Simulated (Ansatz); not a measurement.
## Quasiparticle gap of Te3As2 (Kalgoorlieite)

Aim: the quasiparticle gap of Te3As2 (Kalgoorlieite), starting from LDA.

Calculated with Ansatz 0.2.0; LDA, then G0W0 on it, plane waves, PAW.

**The experiments to reproduce.**

- Gap 0.46 eV: band gap, earlier experiment; bulk crystal (quoted in “Nonlinear optical properties of arsenic telluride and its use in ultrafast fiber lasers”, 2020, pmc:7498598).

**1. Set-up**

Symmetry: C2/m, No. 12, monoclinic system. The conventional cell has a = 14.357 Å, b = 4.020 Å, c = 9.899 Å, α = 90.00°, β = 95.11°, γ = 90.00°. Te has 3 As at 2.74 to 2.99 Å nearest. Nearest to Te lie 3 As at 2.65 to 2.95 Å. Te has 3 As at 2.76 to 2.82 Å nearest. Nearest to As lie 6 Te at 2.76 to 2.99 Å. Nearest to As lie 3 Te at 2.65 to 2.74 Å. Farther neighbours and most contacts between anions are not listed.

The cell and positions come from the Crystallography Open Database and are kept as given unless a step says otherwise. Spin-orbit coupling is left out unless a step names it. The default PAW set here is soft_2. Its files were made with PBE.

**2. Bands along the symmetry lines**

Levels along a band path and on the mesh show where this functional puts the band edges.

This step: DFT, LDA, plane waves, PAW.

input.yaml

```yaml
crystal:
  lattice:
    - [7.17865, -2.00995, 0.0]
    - [7.17865, 2.00995, 0.0]
    - [-0.8811692412, 0.0, 9.859702925]
  atoms:
    - { symbol: Te, position: [0.0289, 0.0289, 0.2868] }
    - { symbol: Te, position: [0.9711, 0.9711, 0.7132] }
    - { symbol: Te, position: [0.7777, 0.7777, 0.339] }
    - { symbol: Te, position: [0.2223, 0.2223, 0.661] }
    - { symbol: Te, position: [0.3744, 0.3744, 0.0355] }
    - { symbol: Te, position: [0.6256, 0.6256, 0.9645] }
    - { symbol: As, position: [0.2026, 0.2026, 0.1408] }
    - { symbol: As, position: [0.7974, 0.7974, 0.8592] }
    - { symbol: As, position: [0.6133, 0.6133, 0.4406] }
    - { symbol: As, position: [0.3867, 0.3867, 0.5594] }
kpoints:
  mp_grid: { grid: [6, 6, 2] }
  band_path:
    path:
      - [[0.0, 0.0, 0.0], [-0.26975513, 0.26975513, 0.0]]
      - [[-0.73024487, -0.26975513, 0.0], [-0.5, -0.5, 0.0], [0.0, 0.0, 0.0], [-0.5, -0.5, 0.5], [-0.73279539, -0.26720461, 0.5]]
      - [[-0.26720461, 0.26720461, 0.5], [0.0, 0.0, 0.5], [0.0, 0.0, 0.0]]
      - [[-0.5, 0.0, 0.5], [0.0, 0.0, 0.0], [-0.5, 0.0, 0.0]]
    npoints: 10
hamiltonian:
  xc: lda
scf:
  occupations: { method: fermi_dirac, width: 0.02 }
  n_extra_bands: 7
output:
  eigenvalues: true
  write_density: true
  write_potential: true
  elf: true
  volumetric_format: npy
```

Started as:

```sh
> ansatz run input.yaml --threads 3 --pin off --max-ram 92160MiB --backend cuda --events-out ev --progress --plain --runs-dir out --devices 1 --max-vram 13GiB
```

Numbers of over 12 decimals in the logs are rounded to 6 here.

Log:

```text
scf.n_extra_bands = 7 over 78 filled bands (N_el = 156.0): the run solves 85 bands
GPUs: using 1 of 1 available (devices: 1).
Engine: ansatz 0.2.0, x86_64-unknown-linux-gnu
Pseudopotentials: kind: paw
Pseudopotential: Te, paw, valence charge 16, recommended cutoff 420 eV (normal), Te.paw.azcp
Pseudopotential: As, paw, valence charge 15, recommended cutoff 420 eV (normal), As.paw.azcp
Functional definition: SPW92
  exchange = slater_x
  correlation = pw_c
device memory: the entry about to start is reckoned to put 6.5 GiB on a device that reports 34.7 GiB free (of which the cap on the GPU budget leaves the run 13.0 GiB)
GPU FFT provider: cuFFT
GPU libraries: cuBLAS 13.8.2, cuFFT 12.4.0, cuSOLVER 12.3.4
Crystal: 10 atoms, lattice volume = 284.526 Å³
Basis set: ecut = 420 eV, 5571 PW (Γ)
Bands: 85, of which v1, the nominal top of the filled ones, is band 78 counted from 1 (77 counted from 0)
Symmetry: 4 space group operations
Space group: C2/m (ITA 12), of the structure as read, at distance tolerance 6.6e-5 Å
k-points: 26 of 72
Non-local potential: Te, projectors of the file, l = 0: 2, l = 1: 2, l = 2: 2, l = 3: 2
Non-local potential: As, projectors of the file, l = 0: 2, l = 1: 2, l = 2: 3, l = 3: 1
PAW form: soft (Blöchl's): semilocal exchange-correlation on the pseudo side does not see the compensation charge
PAW frozen core: Te, regenerated for the run's functional, and the local potential with it (the file was generated under x = pbe(κ = 0.804, μ = 0.219515), c = pbe(β = 0.066725))
PAW frozen core: As, regenerated for the run's functional, and the local potential with it (the file was generated under x = pbe(κ = 0.804, μ = 0.219515), c = pbe(β = 0.066725))
PAW one-centre angular grid: Te, 590 points (default); XC on 64 Gauss nodes
PAW one-centre angular grid: As, 590 points (default); XC on 64 Gauss nodes
Initial density: superposition of atomic densities (neutral atoms: chi_scale 0, normalization atom), corrected by the library's trained network
Initial wavefunctions: pseudopotential atomic-orbital guess
GPU buffer pool allocated for 180000 grid points (all kernels)
GPU transforms: local potential and band sums: pruned to the plane-wave sphere, on 50×50×72
Functional: x = slater, c = lda
SCF iter   1: F=—  HF=-60057.862891 eV  |F-HF|=—  |Δ(HF+E_count)|=         —  Δρ=4.55e-3  dr2=4.47e-2  ethr=1.77e-3  ⟨swp⟩=6.3  Hψ=8602  notcnv=0
preconditioner: auto → Resta (q_TF=auto, 2.468 Å⁻¹)  ε∞=6.0  [insulator: Δε(μ)=0.432 eV  Ē_g=7.378 eV  σ=0.020 eV  W_gap=1.00  n_scr=66 (ndim 8)  ℏωp=16.5 eV  f_vac=0.017  D(μ)=0.00/eV (n_scr^D=0)  ε∞_Penn≈6.0]
SCF iter   2: F=—  HF=-60057.846558 eV  |F-HF|=—  |Δ(HF+E_count)|=   1.63e-2  Δρ=2.46e-3  dr2=1.03e-2  ethr=2.86e-5  ⟨swp⟩=2.2  Hψ=3454  notcnv=0  defer=49
SCF iter   3: F=—  HF=-60057.844002 eV  |F-HF|=—  |Δ(HF+E_count)|=   2.56e-3  Δρ=4.86e-4  dr2=1.25e-3  ethr=6.59e-6  ⟨swp⟩=3.0  Hψ=4323  notcnv=0  defer=49
SCF iter   4: F=—  HF=-60057.843989 eV  |F-HF|=—  |Δ(HF+E_count)|=   1.33e-5  Δρ=1.72e-4  dr2=1.60e-4  ethr=8.01e-7  ⟨swp⟩=2.0  Hψ=3408  notcnv=0  defer=49
SCF iter   5: F=—  HF=-60057.843213 eV  |F-HF|=—  |Δ(HF+E_count)|=   7.76e-4  Δρ=5.13e-5  dr2=1.39e-5  ethr=1.02e-7  ⟨swp⟩=2.2  Hψ=3409  notcnv=0  defer=49
SCF iter   6: F=—  HF=-60057.844111 eV  |F-HF|=—  |Δ(HF+E_count)|=   8.99e-4  Δρ=2.12e-5  dr2=2.67e-6  ethr=8.94e-9  ⟨swp⟩=2.2  Hψ=2990  notcnv=0  defer=49
SCF iter   7: F=—  HF=-60057.844111 eV  |F-HF|=—  |Δ(HF+E_count)|=   1.79e-8  Δρ=6.77e-6  dr2=3.52e-7  ethr=1.71e-9  ⟨swp⟩=2.4  Hψ=3227  notcnv=0  defer=49
SCF iter   8: F=-60057.844111 eV  HF=-60057.844111 eV  |F-HF|=5.17e-8  |Δ(HF+E_count)|=   8.70e-9  Δρ=2.78e-6  dr2=4.62e-8  ethr=6.41e-11  ⟨swp⟩=8.0  Hψ=7908  notcnv=0
SCF 1 converged in 8 iterations: F = -60057.844111 eV  dr2 = 4.62e-8
  greatest PAW one-centre occupation: 0.999 electrons in one spin orbital (limit 2), on the As atom at site 7 (counted from 0), in its partial waves of l = 2
device memory: the entry about to start is reckoned to put 4.9 GiB on a device that reports 32.7 GiB free (of which the cap on the GPU budget leaves the run 13.0 GiB)
NSCF: frozen V_eff on 94 k-points
SCF converged after 8 iterations
Free energy (F): -60057.844111 eV
Harris-Foulkes:  -60057.844111 eV  (|F-HF|=5.17e-8)
Internal energy: -60057.844110 eV  (E = F + TS)
E sigma→0 (E₀):  -60057.844111 eV
Entropy (-TS):   -0.000001 eV (-0.000 meV/atom)
Fermi energy:    9.157778 eV
--- Per-component energies (eV) ---
  E_band       = -2562.381975
  E_kinetic    = 1499.242443
  E_local      = -15038.096836  (includes V_loc(G=0)·N_el)
  E_nonlocal   = -4491.454317
  E_hartree    = 8897.080658
  E_xc         = -1058.786884
  E_vxc        = -946.711772  (∫ρ·V_xc dr)
  E_paw        = -34069.626855  (= ΣΔE_a)
  E_vpaw       = -1379.543226  (= ΣTr[D̂ρ^β])
  E_aug_tail   = -0.001168  (compensation charges beyond the density's cutoff)
  E_ewald      = -15808.574038
  E_core_change = 12.372887  (= ΣΔE_core)
  E_smearing   = -0.000001  (= −TS)
  E_closure    = -0.000000  (closes the sum)
  Σ components = -60057.844111   (vs F -60057.844111, Δ=0.00e0)
--- Band table (eV; the first three rows and the last of 26) ---
  k-point 0: bands = [... 74 lower, 8.3222, 8.3575, 8.5278, 8.5340, 10.0150, 10.2712, 10.5641, 10.7729, ... 3 higher]
  k-point 1: bands = [... 74 lower, 8.4339, 8.6169, 8.7376, 8.7799, 9.6993, 9.7789, 10.1378, 10.2914, ... 3 higher]
  k-point 2: bands = [... 74 lower, 8.2154, 8.4199, 8.5979, 8.8843, 10.1379, 10.2459, 10.4262, 10.6484, ... 3 higher]
  k-point 25: bands = [... 74 lower, 8.3660, 8.6282, 8.7208, 8.8196, 9.3462, 9.4314, 9.8837, 10.4467, ... 3 higher]
```

The job ended after 21 s (1 × NVIDIA H100 80GB HBM3 (shared by 6 runs) with 3 threads of AMD EPYC 7R13 (Zen 3), shared host; peak memory 1.2 GiB).

The column dr2 measures how far the density is from self-consistency, as an energy; F and HF (Harris–Foulkes) agree once it is small.

Numbers from this step:

```yaml
filled_bands: 78
gap: 0.3758 eV
valence_top_at: k = (-0.592, -0.408, 0.000)
conduction_bottom_at: M_2
least_direct_gap: 0.4246 eV
```

Over mesh and path the gap is 0.376 eV, from k = (-0.592, -0.408, 0.000) to k = (-0.500, -0.500, 0.500). The least direct gap found is 0.425 eV, at k = (0.000, 0.000, 0.300).

Electronic bands along the path, in eV, zero at the top of the highest nominally filled band:

```csv
point,band 75,band 76,band 77,band 78,band 79,band 80,band 81,band 82
Γ,-0.65,-0.61,-0.44,-0.44,1.04,1.30,1.59,1.80
halfway,-0.63,-0.42,-0.39,-0.34,1.02,1.20,1.44,1.60
C,-1.44,-1.21,-1.09,-0.32,0.68,1.53,1.77,2.04
jump to C2,-1.44,-1.21,-1.09,-0.32,0.68,1.53,1.77,2.04
halfway,-0.94,-0.91,-0.71,-0.21,0.64,1.25,1.32,1.72
Y2,-0.92,-0.91,-0.67,-0.53,0.42,0.71,1.61,1.65
halfway,-0.84,-0.74,-0.42,-0.17,0.60,1.34,1.49,1.57
Γ,-0.65,-0.61,-0.44,-0.44,1.04,1.30,1.59,1.80
halfway,-0.66,-0.51,-0.49,-0.46,0.65,0.90,0.94,1.22
M2,-0.60,-0.34,-0.25,-0.15,0.38,0.46,0.91,1.48
halfway,-1.15,-1.10,-0.63,-0.55,1.08,1.34,1.88,1.90
D,-1.18,-0.99,-0.65,-0.64,1.00,1.00,1.36,1.66
jump to D2,-1.18,-0.99,-0.65,-0.64,1.00,1.00,1.36,1.66
halfway,-0.60,-0.56,-0.33,-0.25,1.02,1.39,1.81,1.94
A,-0.54,-0.35,-0.23,-0.19,0.73,0.81,1.17,1.32
halfway,-0.65,-0.33,-0.32,-0.06,0.49,1.28,1.31,1.58
Γ,-0.65,-0.61,-0.44,-0.44,1.04,1.30,1.59,1.80
jump to L2,-1.21,-0.84,-0.82,-0.38,0.84,0.89,1.37,1.75
halfway,-0.86,-0.59,-0.54,-0.38,1.12,1.43,1.61,1.67
Γ,-0.65,-0.61,-0.44,-0.44,1.04,1.30,1.59,1.80
halfway,-0.82,-0.62,-0.45,-0.26,1.05,1.33,1.34,1.53
V2,-1.24,-1.17,-0.81,-0.80,0.97,1.45,1.48,2.02
```

Valence density in the ac plane of the conventional cell at fractional y = 0.000, with atoms of Te and As within 0.2 Å of it. It is the smooth field of the valence electrons, not physical close to the nuclei.

Values in e/Å³, 13 rows by 16 columns, each cell a mean:
```
 0  0  0  0  0  1  1  0  0  6  8  0  1  1  0  0
 0  0  0  0  0  0  0  0  0  1  1  0 12  6  0  0
 1  0  0  0  0  0  0  0  0  0  0  0  4  2  0  1
 3  0  0  4  1  0  0  0  0  0  0  0  0  0  1 11
 1  0  1 10  3  1  1  0  0  0  0  0  0  0  0  3
 0  0  0  1  0  4 15  0  0  0  0  0  0  0  0  0
 0  0  0  0  0  1  3  0  0  5  3  0  0  0  0  0
 0  0  0  0  0  0  0  0  0 10  6  1  2  1  0  0
 6  1  0  0  0  0  0  0  0  0  0  1 11  2  0  1
10  2  0  0  0  0  0  0  0  0  0  0  2  0  0  1
 1  0  2  9  0  0  0  0  0  0  0  0  0  0  0  0
 0  0  2 11  1  1  2  0  0  0  0  0  0  0  0  0
 0  0  0  0  0  6  8  0  0  2  3  0  0  0  0  0
```
Columns run along a (14.4 Å), rows up along c (9.9 Å), edges of the conventional cell, whose origin can differ from the input's. Atoms in or near the plane, at fractional coordinates: Te at (0.03, 0.29), Te at (0.97, 0.71), Te at (0.78, 0.34), Te at (0.22, 0.66), Te at (0.37, 0.04), Te at (0.63, 0.96), As at (0.20, 0.14), As at (0.80, 0.86), As at (0.61, 0.44), As at (0.39, 0.56).

Electrostatic potential energy in the ac plane of the conventional cell at fractional y = 0.000, with atoms of Te and As within 0.2 Å of it. With pseudopotentials it is smooth inside the atoms' cores, unlike the true potential.

Ten even steps from '0' (-9 eV) to '9' (38 eV), each cell a mean:
```
44444444444420131034442069940233223344444
44444444444432111344442049820320000234444
44444444444444434444443100002301661034444
34444444444444444444444322233302871134433
02344444333444444444444444444310210233100
20344442101234444444444444444432112331056
60244420242024444444444444444444444420599
30344302998013333334444444444444444420399
02444302997012100023444444444444444431000
34444320230021045103444444444444444443222
44444432112330288203444432334444444444444
44444444434431033013443200013444444444444
44444444444443101234442046302333334444444
43344444444444433444431069402310002344444
10023444444444444444442012012105730244443
24202344444444444444443211132049970244420
99811344444444444444444433443028830244311
99701343333444444444444444443100002344301
12003320001344444444444444444332234444420
11233302530234433444444444444444444444432
44444205960133101234444444444444444444444
44444202410220142024444433334444444444444
44444320012310799203444310002344444444444
44444433334311898113443016610344444444444
```
Columns run along a (14.4 Å; values clipped at the 3rd and 97th percentile), rows up along c (9.9 Å), edges of the conventional cell, whose origin can differ from the input's. Atoms in or near the plane, at fractional coordinates: Te at (0.03, 0.29), Te at (0.97, 0.71), Te at (0.78, 0.34), Te at (0.22, 0.66), Te at (0.37, 0.04), Te at (0.63, 0.96), As at (0.20, 0.14), As at (0.80, 0.86), As at (0.61, 0.44), As at (0.39, 0.56).

[end of part 1 of 3]

[Paths, hosts, dates, memory and timing lines, banners, echoed tables and standing remarks are left out of the program output.]

[Logs are printed without paths, hosts, clocks, repeated set-up lines and the standing remarks that a program may print on its own settings, such as how far it seeks lower states.]

[Runs of the session that timed out or met a known fault of the program may be left out.]

[Cells called generated may have been cut or substituted from an entry of the Crystallography Open Database or the Materials Project.]

[Hosts, paths, dates, database ids (printed as entryN), source tags and the programs' standing remarks are cut or masked in the printed files.]

[Where an RPA ε∞ is given, it is that of the G0W0 mesh and is not shown converged in it. Names of k-points follow the symmetry that the program found, which can be lower than the space group named. Band edges on a path are those of the sampled points; other points can move an edge, and change direct to indirect where valleys lie close.]

[Hybrid gaps are those of their k-mesh and are not shown converged in it.]
